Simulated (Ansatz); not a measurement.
## AlGa2, from a guessed structure to a relaxed one

Starting from a made-up structure for AlGa2, the aim is the relaxed cell, its shortest contacts and, where a second run follows, its electronic structure.

Program: Ansatz 0.2.0. Level of theory: DFT, PBE, plane-wave PAW, default files, scalar-relativistic, no spin, cell and ions relaxed at zero pressure. Results are calculated unless marked as measured.

## (1) Set-up

Symmetry: I4/mmm, No. 139, tetragonal system. The conventional cell has a = 3.176 Å, b = 3.176 Å, c = 9.416 Å, α = 90.00°, β = 90.00°, γ = 90.00°. Nearest to Ga lie 4 Ga at 2.49 Å and 5 Al at 2.89 Å. Al has 10 Ga at 2.89 Å and 4 Al at 3.18 Å nearest. Farther neighbours are not listed.

As a file:

```cif
data_structure
_symmetry_space_group_name_H-M 'P 1'
_symmetry_Int_Tables_number 1
_cell_length_a 5.2162
_cell_length_b 5.2162
_cell_length_c 5.2162
_cell_angle_alpha 144.552
_cell_angle_beta 144.552
_cell_angle_gamma 51.003
_cell_volume 47.49
loop_
_atom_site_label
_atom_site_type_symbol
_atom_site_fract_x
_atom_site_fract_y
_atom_site_fract_z
_atom_site_occupancy
Ga1 Ga 0.69340 0.69340 0.00000 1
Ga2 Ga 0.30660 0.30660 0.00000 1
Al3 Al 0.00000 0.00000 0.00000 1
```

## (2) Relaxation of the guess

The guess takes its coordinates from another compound and its volume from a rule, so the cell and any free coordinates are relaxed together.

Contents of input.yaml:

```yaml
crystal:
  lattice:
    - [-1.588, 1.588, 4.708]
    - [1.588, -1.588, 4.708]
    - [1.588, 1.588, -4.708]
  atoms:
    - { symbol: Ga, position: [0.6934, 0.6934, 0.0] }
    - { symbol: Ga, position: [0.3066, 0.3066, 0.0] }
    - { symbol: Al, position: [0.0, 0.0, 0.0] }
kpoints:
  mp_grid: { grid: [12, 12, 12] }
scf:
  occupations: { method: fermi_dirac, width: 0.05 }
hamiltonian:
  xc: pbe
  pseudopotentials: { kind: paw }
relax:
  f_tol: 0.015
  max_steps: 70
  cell: {}
output:
  forces: true
  stress: true
```

The run is started by

```console
$ ansatz run input.yaml --threads 4 --pin off --max-ram 10240MiB --backend cpu --events-out ev --progress --plain --runs-dir out
```

Numbers of over 12 decimals in the logs are rounded to 6 here.

The program printed:

```text
basis.fft_grid_basis auto: the FFT boxes are laid along the combinations [[1, 0, 1], [0, 1, 1], [0, 0, 1]] of the cell's own vectors, 3.176, 3.176 and 5.216 Å long. The dense box has 24×24×36 points. Along the cell's own vectors, as sized, it would have 36×36×36, 2.25 times as many. Of the 16 symmetry operations that the crystal satisfies within crystal.symmetry.tolerance (time reversal apart; of a slab, those that k [...]
Engine: ansatz 0.2.0, x86_64-unknown-linux-gnu
Pseudopotentials: kind: paw
Pseudopotential: Ga, paw, valence charge 13, recommended cutoff 420 eV (normal), Ga.paw.azcp
Pseudopotential: Al, paw, valence charge 3, recommended cutoff 420 eV (normal), Al.paw.azcp
Functional definition: PBE
  parameter kappa = 0.804
  parameter beta = 0.066725
  exchange = pbe_x(kappa = kappa, mu = beta*pi^2/3)
  correlation = pbe_c(beta = beta)
Crystal: 3 atoms, lattice volume = 47.489 Å³
Basis set: ecut = 420 eV, 955 PW (Γ), FFT grids on a1+a3, a2+a3, a3, exchange–correlation on 48×48×72 points (8 copies of the dense FFT grid, shifted against one another)
Bands: 19, of which v1, the nominal top of the filled ones, is band 15 counted from 1 (14 counted from 0)
Symmetry: 16 space group operations
Space group: I4/mmm (ITA 139), of the structure as read, at distance tolerance 3.6e-5 Å
k-points: 163 of 1728
Non-local potential: Ga, projectors of the file, l = 0: 2, l = 1: 2, l = 2: 3, l = 3: 1
Non-local potential: Al, projectors of the file, l = 0: 2, l = 1: 2, l = 2: 1
PAW form: soft (Blöchl's): semilocal exchange-correlation on the pseudo side does not see the compensation charge
PAW one-centre angular grid: Ga, 590 points (default); XC on 64 Gauss nodes
PAW one-centre angular grid: Al, 110 points (default); XC on 64 Gauss nodes
Initial density: superposition of atomic densities (neutral atoms: chi_scale 0, normalization atom), corrected by the library's trained network
Initial wavefunctions: pseudopotential atomic-orbital guess
Functional: x = pbe(κ = 0.804, μ = 0.219515), c = pbe(β = 0.066725)
SCF iter   1: F=—  HF=-8102.591263 eV  |F-HF|=—  |Δ(HF+E_count)|=         —  Δρ=1.35e-3  dr2=7.46e-4  ethr=1.77e-3  ⟨swp⟩=5.7  Hψ=14907  notcnv=0
preconditioner: auto → Kerker (q_TF=auto, 2.513 Å⁻¹)  [metal: Δε(μ)=0.012 eV  Ē_g=15.784 eV  σ=0.050 eV  W_gap=0.06  n_scr=10 (ndim 8)  ℏωp=29.0 eV  f_vac=0.000  D(μ)=1.37/eV (n_scr^D=10)]
SCF iter   2: F=—  HF=-8102.591110 eV  |F-HF|=—  |Δ(HF+E_count)|=   1.53e-4  Δρ=8.50e-4  dr2=2.48e-4  ethr=2.57e-6  ⟨swp⟩=2.3  Hψ=6415  notcnv=0
SCF iter   3: F=—  HF=-8102.591177 eV  |F-HF|=—  |Δ(HF+E_count)|=   6.72e-5  Δρ=4.02e-4  dr2=7.60e-5  ethr=8.55e-7  ⟨swp⟩=2.0  Hψ=4682  notcnv=0
SCF iter   4: F=—  HF=-8102.591139 eV  |F-HF|=—  |Δ(HF+E_count)|=   3.84e-5  Δρ=8.78e-5  dr2=2.64e-6  ethr=2.62e-7  ⟨swp⟩=2.3  Hψ=5268  notcnv=0
SCF iter   5: F=—  HF=-8102.591139 eV  |F-HF|=—  |Δ(HF+E_count)|=   5.72e-8  Δρ=2.70e-5  dr2=3.10e-7  ethr=9.09e-9  ⟨swp⟩=2.0  Hψ=5375  notcnv=0
SCF iter   6: F=-8102.591139 eV  HF=-8102.591139 eV  |F-HF|=1.13e-8  |Δ(HF+E_count)|=   1.86e-7  Δρ=4.93e-6  dr2=1.19e-8  ethr=3.45e-10  ⟨swp⟩=4.0  Hψ=10816  notcnv=0
SCF 1 converged in 6 iterations: F = -8102.591139 eV  dr2 = 1.19e-8
  greatest PAW one-centre occupation: 0.994 electrons in one spin orbital (limit 2), on the Ga atom at site 1 (counted from 0), in its partial waves of l = 2
relax step   1: F+E_penalty+E_count = -8102.59113857 eV  Δ(F+E_penalty+E_count) = +0.000e0 eV  max|allowed force component| = 1.895e0 eV/Å  Δτ_max = 0.0000 Å  P = +15.476 GPa  Ω = 47.489 Å³  (6 SCF iters, dr2 threshold 1.00e-7 eV, accepted)
Crystal: 3 atoms, lattice volume = 53.436 Å³
Basis set: ecut = 420 eV, 1045 PW (Γ), FFT grids on a1+a3, a2+a3, a3, exchange–correlation on 48×48×72 points (8 copies of the dense FFT grid, shifted against one another)
Initial density: handed on by an earlier stage of this run
Initial wavefunctions: those handed on with the density
iter 1 solved again at ethr=6.06e-5 eV; its pass at ethr=3.10e-3 eV (dr2=1.76e-2 eV) is discarded
SCF iter   1: F=—  HF=-8103.102198 eV  |F-HF|=—  |Δ(HF+E_count)|=         —  Δρ=6.32e-3  dr2=1.75e-2  ethr=6.06e-5  ⟨swp⟩=1.5  Hψ=22141  notcnv=0
preconditioner: auto → Kerker (q_TF=auto, 2.464 Å⁻¹)  [metal: Δε(μ)=0.004 eV  Ē_g=15.270 eV  σ=0.050 eV  W_gap=0.02  n_scr=10 (ndim 8)  ℏωp=27.4 eV  f_vac=0.000  D(μ)=1.62/eV (n_scr^D=10)]
SCF iter   2: F=—  HF=-8103.098201 eV  |F-HF|=—  |Δ(HF+E_count)|=   4.00e-3  Δρ=3.36e-3  dr2=6.36e-3  ethr=6.02e-5  ⟨swp⟩=2.5  Hψ=5009  notcnv=0
SCF iter   3: F=—  HF=-8103.096596 eV  |F-HF|=—  |Δ(HF+E_count)|=   1.61e-3  Δρ=1.32e-3  dr2=1.05e-3  ethr=2.19e-5  ⟨swp⟩=2.0  Hψ=4936  notcnv=0
SCF iter   4: F=—  HF=-8103.095968 eV  |F-HF|=—  |Δ(HF+E_count)|=   6.28e-4  Δρ=5.94e-4  dr2=1.18e-4  ethr=3.61e-6  ⟨swp⟩=2.0  Hψ=5430  notcnv=0
SCF iter   5: F=—  HF=-8103.095932 eV  |F-HF|=—  |Δ(HF+E_count)|=   3.67e-5  Δρ=7.71e-5  dr2=6.07e-6  ethr=4.08e-7  ⟨swp⟩=2.8  Hψ=5575  notcnv=0
SCF iter   6: F=-8103.095930 eV  HF=-8103.095930 eV  |F-HF|=5.19e-8  |Δ(HF+E_count)|=   1.20e-6  Δρ=2.26e-5  dr2=2.33e-7  ethr=1.03e-9  ⟨swp⟩=4.0  Hψ=13611  notcnv=0
SCF 2 converged in 6 iterations: F = -8103.095930 eV  dr2 = 2.33e-7
relax step   2: F+E_penalty+E_count = -8103.09593026 eV  Δ(F+E_penalty+E_count) = -5.048e-1 eV  max|allowed force component| = 9.901e-1 eV/Å  Δτ_max = 0.0598 Å  P = +3.118 GPa  Ω = 53.436 Å³  energy of the carried Pulay correction = -2.278e-3 eV  (6 SCF iters, dr2 threshold 3.00e-7 eV, accepted)
Crystal: 3 atoms, lattice volume = 54.216 Å³
Basis set: ecut = 420 eV, 1043 PW (Γ), FFT grids on a1+a3, a2+a3, a3, exchange–correlation on 48×48×72 points (8 copies of the dense FFT grid, shifted against one another)
iter 1 solved again at ethr=5.79e-5 eV; its pass at ethr=3.10e-3 eV (dr2=1.68e-2 eV) is discarded
SCF iter   1: F=—  HF=-8103.270505 eV  |F-HF|=—  |Δ(HF+E_count)|=         —  Δρ=6.54e-3  dr2=1.65e-2  ethr=5.79e-5  ⟨swp⟩=1.9  Hψ=21554  notcnv=0
preconditioner: auto → Kerker (q_TF=auto, 2.458 Å⁻¹)  [metal: Δε(μ)=0.011 eV  Ē_g=15.041 eV  σ=0.050 eV  W_gap=0.05  n_scr=10 (ndim 8)  ℏωp=27.2 eV  f_vac=0.000  D(μ)=1.47/eV (n_scr^D=10)]
SCF iter   2: F=—  HF=-8103.268805 eV  |F-HF|=—  |Δ(HF+E_count)|=   1.70e-3  Δρ=3.59e-3  dr2=7.30e-3  ethr=5.70e-5  ⟨swp⟩=1.0  Hψ=3097  notcnv=0
SCF iter   3: F=—  HF=-8103.267872 eV  |F-HF|=—  |Δ(HF+E_count)|=   9.33e-4  Δρ=5.85e-4  dr2=1.54e-4  ethr=2.52e-5  ⟨swp⟩=3.0  Hψ=5878  notcnv=0
SCF iter   4: F=—  HF=-8103.267727 eV  |F-HF|=—  |Δ(HF+E_count)|=   1.45e-4  Δρ=5.07e-4  dr2=8.99e-5  ethr=5.32e-7  ⟨swp⟩=2.1  Hψ=5695  notcnv=0
SCF iter   5: F=—  HF=-8103.267665 eV  |F-HF|=—  |Δ(HF+E_count)|=   6.17e-5  Δρ=1.80e-4  dr2=2.07e-5  ethr=3.10e-7  ⟨swp⟩=2.4  Hψ=5510  notcnv=0
SCF iter   6: F=—  HF=-8103.267659 eV  |F-HF|=—  |Δ(HF+E_count)|=   6.67e-6  Δρ=3.62e-5  dr2=2.09e-6  ethr=7.13e-8  ⟨swp⟩=2.7  Hψ=5446  notcnv=0
SCF iter   7: F=-8103.267658 eV  HF=-8103.267658 eV  |F-HF|=1.30e-8  |Δ(HF+E_count)|=   6.25e-7  Δρ=7.54e-6  dr2=2.74e-8  ethr=1.03e-9  ⟨swp⟩=3.8  Hψ=14829  notcnv=0
SCF 3 converged in 7 iterations: F = -8103.267658 eV  dr2 = 2.74e-8
relax step   3: F+E_penalty+E_count = -8103.26765814 eV  Δ(F+E_penalty+E_count) = -1.717e-1 eV  max|allowed force component| = 4.662e-1 eV/Å  Δτ_max = 0.1038 Å  P = +0.863 GPa  Ω = 54.216 Å³  energy of the carried Pulay correction = -2.557e-3 eV  (7 SCF iters, dr2 threshold 3.00e-7 eV, accepted)
[... from here on, the SCF cycles and remarks between the steps are left out ...]
relax step   4: F+E_penalty+E_count = -8103.32360914 eV  Δ(F+E_penalty+E_count) = -5.595e-2 eV  max|allowed force component| = 5.389e-2 eV/Å  Δτ_max = 0.0930 Å  P = -0.330 GPa  Ω = 54.991 Å³  energy of the carried Pulay correction = -2.830e-3 eV  (7 SCF iters, dr2 threshold 3.00e-7 eV, accepted)
relax step   5: F+E_penalty+E_count = -8103.32996658 eV  Δ(F+E_penalty+E_count) = -6.357e-3 eV  max|allowed force component| = 4.821e-2 eV/Å  Δτ_max = 0.0221 Å  P = -0.151 GPa  Ω = 54.729 Å³  energy of the carried Pulay correction = -2.738e-3 eV  (6 SCF iters, dr2 threshold 3.00e-7 eV, accepted)
relax step   6: F+E_penalty+E_count = -8103.33073318 eV  Δ(F+E_penalty+E_count) = -7.666e-4 eV  max|allowed force component| = 2.822e-2 eV/Å  Δτ_max = 0.0047 Å  P = -0.064 GPa  Ω = 54.613 Å³  energy of the carried Pulay correction = -2.697e-3 eV  (4 SCF iters, dr2 threshold 3.00e-7 eV, accepted)
relax step   7: F+E_penalty+E_count = -8103.33103499 eV  Δ(F+E_penalty+E_count) = -3.018e-4 eV  max|allowed force component| = 1.820e-3 eV/Å  Δτ_max = 0.0059 Å  P = +0.007 GPa  Ω = 54.523 Å³  energy of the carried Pulay correction = -2.666e-3 eV  (5 SCF iters, dr2 threshold 4.98e-8 eV, accepted)
relax step   8: F+E_penalty+E_count = -8103.33137227 eV  Δ(F+E_penalty+E_count) = -3.373e-4 eV  max|allowed force component| = 1.469e-2 eV/Å  Δτ_max = 0.0037 Å  P = -0.044 GPa  Ω = 54.533 Å³  energy of the carried Pulay correction = -2.669e-3 eV  (6 SCF iters, dr2 threshold 1.75e-8 eV, accepted)
relax step   9: F+E_penalty+E_count = -8103.33228712 eV  Δ(F+E_penalty+E_count) = -9.148e-4 eV  max|allowed force component| = 2.279e-2 eV/Å  Δτ_max = 0.0022 Å  P = +0.028 GPa  Ω = 54.413 Å³  energy of the carried Pulay correction = -2.627e-3 eV  (5 SCF iters, dr2 threshold 1.25e-7 eV, accepted)
relax step  10: F+E_penalty+E_count = -8103.33230746 eV  Δ(F+E_penalty+E_count) = -2.034e-5 eV  max|allowed force component| = 2.889e-2 eV/Å  Δτ_max = 0.0019 Å  P = -0.011 GPa  Ω = 54.395 Å³  energy of the carried Pulay correction = -2.620e-3 eV  (5 SCF iters, dr2 threshold 9.76e-8 eV, accepted)
relax step  11: F+E_penalty+E_count = -8103.33277428 eV  Δ(F+E_penalty+E_count) = -4.668e-4 eV  max|allowed force component| = 1.564e-3 eV/Å  Δτ_max = 0.0062 Å  P = +0.036 GPa  Ω = 54.388 Å³  energy of the carried Pulay correction = -2.618e-3 eV  (5 SCF iters, dr2 threshold 1.50e-7 eV, accepted)
relax step  12: F+E_penalty+E_count = -8103.33278480 eV  Δ(F+E_penalty+E_count) = -1.052e-5 eV  max|allowed force component| = 3.744e-4 eV/Å  Δτ_max = 0.0002 Å  P = -0.006 GPa  Ω = 54.421 Å³  energy of the carried Pulay correction = -2.630e-3 eV  (4 SCF iters, dr2 threshold 1.23e-8 eV, accepted)
relax step  13: F+E_penalty+E_count = -8103.33960978 eV  Δ(F+E_penalty+E_count) = -6.825e-3 eV  max|allowed force component| = 7.553e-4 eV/Å  Δτ_max = 0.0000 Å  P = +0.202 GPa  Ω = 54.421 Å³  stress off target by 2.92e-1 GPa  SCF on the basis re-selected at this cell (its energy is not comparable with the rows above)  (8 SCF iters)
relax step  14: F+E_penalty+E_count = -8103.33979467 eV  Δ(F+E_penalty+E_count) = -1.849e-4 eV  max|allowed force component| = 2.050e-3 eV/Å  Δτ_max = 0.0002 Å  P = -0.001 GPa  Ω = 54.618 Å³  energy of the carried Pulay correction = -7.337e-5 eV  (4 SCF iters, dr2 threshold 2.13e-7 eV, accepted)
iter 1 solved again at ethr=1.72e-7 eV; its pass at ethr=3.10e-3 eV (dr2=4.99e-5 eV) is discarded
SCF iter   1: F=—  HF=-8103.339833 eV  |F-HF|=—  |Δ(HF+E_count)|=         —  Δρ=1.46e-4  dr2=2.96e-7  ethr=1.72e-7  ⟨swp⟩=2.4  Hψ=21979  notcnv=0
preconditioner: auto → Kerker (q_TF=auto, 2.455 Å⁻¹)  [metal: Δε(μ)=0.036 eV  Ē_g=14.955 eV  σ=0.050 eV  W_gap=0.18  n_scr=10 (ndim 8)  ℏωp=27.1 eV  f_vac=0.000  D(μ)=1.21/eV (n_scr^D=10)]
SCF iter   2: F=—  HF=-8103.339858 eV  |F-HF|=—  |Δ(HF+E_count)|=   2.46e-5  Δρ=7.43e-5  dr2=8.86e-8  ethr=1.02e-9  ⟨swp⟩=1.9  Hψ=4061  notcnv=0
SCF iter   3: F=—  HF=-8103.339869 eV  |F-HF|=—  |Δ(HF+E_count)|=   1.11e-5  Δρ=3.52e-6  dr2=4.34e-9  ethr=3.06e-10  ⟨swp⟩=2.0  Hψ=5450  notcnv=0
SCF iter   4: F=—  HF=-8103.339869 eV  |F-HF|=—  |Δ(HF+E_count)|=   8.53e-9  Δρ=2.25e-6  dr2=1.50e-9  ethr=1.50e-11  ⟨swp⟩=2.0  Hψ=4727  notcnv=0
SCF iter   5: F=—  HF=-8103.339869 eV  |F-HF|=—  |Δ(HF+E_count)|=   5.98e-9  Δρ=3.69e-7  dr2=5.04e-11  ethr=5.16e-12  ⟨swp⟩=2.5  Hψ=5507  notcnv=0
SCF iter   6: F=-8103.339869 eV  HF=-8103.339869 eV  |F-HF|=5.46e-12  |Δ(HF+E_count)|=  9.91e-11  Δρ=1.54e-7  dr2=5.35e-12  ethr=1.00e-12  ⟨swp⟩=5.1  Hψ=12386  notcnv=0
SCF 15 converged in 6 iterations: F = -8103.339869 eV  dr2 = 5.35e-12
relax step  15: F+E_penalty+E_count = -8103.33986913 eV  Δ(F+E_penalty+E_count) = -7.445e-5 eV  max|allowed force component| = 2.050e-3 eV/Å  Δτ_max = 0.0000 Å  P = -0.001 GPa  Ω = 54.618 Å³  stress off target by 6.03e-3 GPa  SCF on the basis re-selected at this cell (its energy is not comparable with the rows above)  (6 SCF iters)
basis re-selected at this cell: Δ(F+E_penalty+E_count) = -7.445e-5 eV, ΔP = -0.001 GPa vs the last step (what re-selecting the basis moved, of the pressure what is left beyond the Pulay correction that the steps carried, after the strain that the cell walked since its last selection, with what the two solves' SCF thresholds leave and, on support functions, any second-order correction that the steps lacked; it is no m [...]
SCF converged after 6 iterations
Free energy (F): -8103.339869 eV
Harris-Foulkes:  -8103.339869 eV  (|F-HF|=5.46e-12)
Internal energy: -8103.329732 eV  (E = F + TS)
E sigma→0 (E₀):  -8103.334801 eV
Entropy (-TS):   -0.010137 eV (-3.379 meV/atom)
Fermi energy:    9.135468 eV
--- Per-component energies (eV) ---
  E_band       = -71.048540
  E_kinetic    = 251.145503
  E_local      = -4003.153737  (includes V_loc(G=0)·N_el)
  E_nonlocal   = 854.973494
  E_hartree    = 1892.965962
  E_xc         = -178.231440
  E_vxc        = -144.926637  (∫ρ·V_xc dr)
  E_paw        = -4438.362505  (= ΣΔE_a)
  E_vpaw       = -815.018790  (= ΣTr[D̂ρ^β])
  E_aug_tail   = -0.000223  (compensation charges beyond the density's cutoff)
  E_ewald      = -2482.666787
  E_smearing   = -0.010137  (= −TS)
  E_closure    = -0.000000  (closes the sum)
  Σ components = -8103.339869   (vs F -8103.339869, Δ=0.00e0)
--- Forces (eV/Å), atoms counted from 1 ---
  atom   1  Ga    -0.00000000    -0.00000000    -0.00205010
  atom   2  Ga    -0.00000000    -0.00000000     0.00205010
  atom   3  Al     0.00000000     0.00000000    -0.00000000
  max |Σ_I F_I| component: 1.73e-17 eV/Å
--- Stress (GPa, compression-positive) ---
        0.000973      -0.000000      -0.000000
       -0.000000       0.000973       0.000000
       -0.000000      -0.000000      -0.006033
  P = ⅓ Tr σ = -0.0014 GPa (-0.014 kbar)
--- Relaxed structure (13 steps of the walk, 13 accepted, 2 SCFs on fresh bases) ---
  F+E_penalty+E_count = -8103.33986913 eV   max|allowed force component| = 2.050e-3 eV/Å   (the final SCF, on the basis selected at the relaxed cell)
  cell:  # Å, volume = 54.6179 Å³
    - [-1.753017, 1.753017, 4.443269]
    - [1.753017, -1.753017, 4.443269]
    - [1.753017, 1.753017, -4.443269]
  atoms:
    - { symbol: Ga, position: [0.665107, 0.665107, 0] }
    - { symbol: Ga, position: [0.334893, 0.334893, 0] }
    - { symbol: Al, position: [-4.605786629080308e-19, -4.605786629080307e-19, 0] }
```

The job ended after 20 s (4 threads of Intel Xeon Platinum 8488C (Sapphire Rapids), shared host; peak memory 0.55 GiB; 73 s of CPU time).

Relaxation path:

```csv
step,energy less that of the first step (eV),largest force component (eV/Å),pressure (GPa),volume (Å³)
1,0.0000,1.8949,15.48,47.49
2,-0.5048,0.9901,3.12,53.44
3,-0.6765,0.4662,0.86,54.22
4,-0.7325,0.0539,-0.33,54.99
5,-0.7388,0.0482,-0.15,54.73
6,-0.7396,0.0282,-0.06,54.61
7,-0.7399,0.0018,0.01,54.52
8,-0.7402,0.0147,-0.04,54.53
9,-0.7411,0.0228,0.03,54.41
10,-0.7412,0.0289,-0.01,54.40
11,-0.7416,0.0016,0.04,54.39
12,-0.7416,0.0004,-0.01,54.42
13*,-0.7485,0.0008,0.20,54.42
14,-0.7487,0.0021,0.00,54.62
15*,-0.7487,0.0021,0.00,54.62
```

Relaxation steps marked * repeat the geometry before them on a plane-wave basis chosen anew for their cell, so energy and pressure can jump there.

Forces are held to the 16 operations that the run works with; a distortion that breaks them can't arise in this run.

```
conventional cell, symmetrised  before  after   change
                         a (Å)   3.176  3.506  +10.4 %
                         b (Å)   3.176  3.506  +10.4 %
                         c (Å)   9.416  8.887   -5.6 %
              volume (Å³/atom)   15.83  18.21  +15.0 %
```

The atoms that moved most (Å, as changes of fractional coordinates times the final cell):

```
atom     dx     dy      dz  length
 Ga1  0.000  0.000  -0.251   0.251
 Ga2  0.000  0.000   0.251   0.251
```

Final coordinates:

```xyz
3
Lattice="-1.7530 1.7530 4.4433 1.7530 -1.7530 4.4433 1.7530 1.7530 -4.4433" Properties=species:S:1:pos:R:3 pbc="T T T"
Ga    0.0000    0.0000    5.9105
Ga    0.0000    0.0000    2.9760
Al    0.0000    0.0000    0.0000
```

Numbers from this step:

```yaml
free_energy: -8103.3399 eV
energy_at_zero_smearing: -8103.3348 eV
smearing_term_ts: 0.01014 eV
fermi_energy: 9.135 eV
electrons: 29
symmetry_operations: 16
pressure: -0.001362 GPa
```

The shortest distance of each pair, which need not be the same contact before and after:

```
 pair  guess (Å)  relaxed (Å)
Al–Ga      2.887        2.881
Ga–Ga      2.486        2.902
Al–Al      3.176        3.506
```

The relaxation ends with a largest force component of 0.0021 eV/Å and a pressure of 0.00 GPa.

## (3) Summary of results

| Quantity | Value |
| --- | --- |
| space group, relaxed | I4/mmm |
| conventional cell | a = 3.506, b = 3.506, c = 8.887 Å; α = 90.0°, β = 90.0°, γ = 90.0° |
| volume per atom | 18.21 Å³ (guess 15.83) |

AlGa2 relaxes to I4/mmm with a = 3.506, b = 3.506 and c = 8.887 Å. The guessed volume was 13 % too small. The space group I4/mmm was held in the relaxation, so the end point is a stationary structure within it and may be a saddle against distortions or other arrangements. Mesh and cutoff weren't tested. No dispersion term is used, so weakly bound directions may come out too long. Nothing here tests whether the compound is stable against decomposition.

[Logs are printed without paths, hosts, clocks, repeated set-up lines and the standing remarks that a program may print on its own settings, such as how far it seeks lower states.]

[Hosts, paths, dates, database ids (printed as entryN), source tags and the programs' standing remarks are cut or masked in the printed files.]
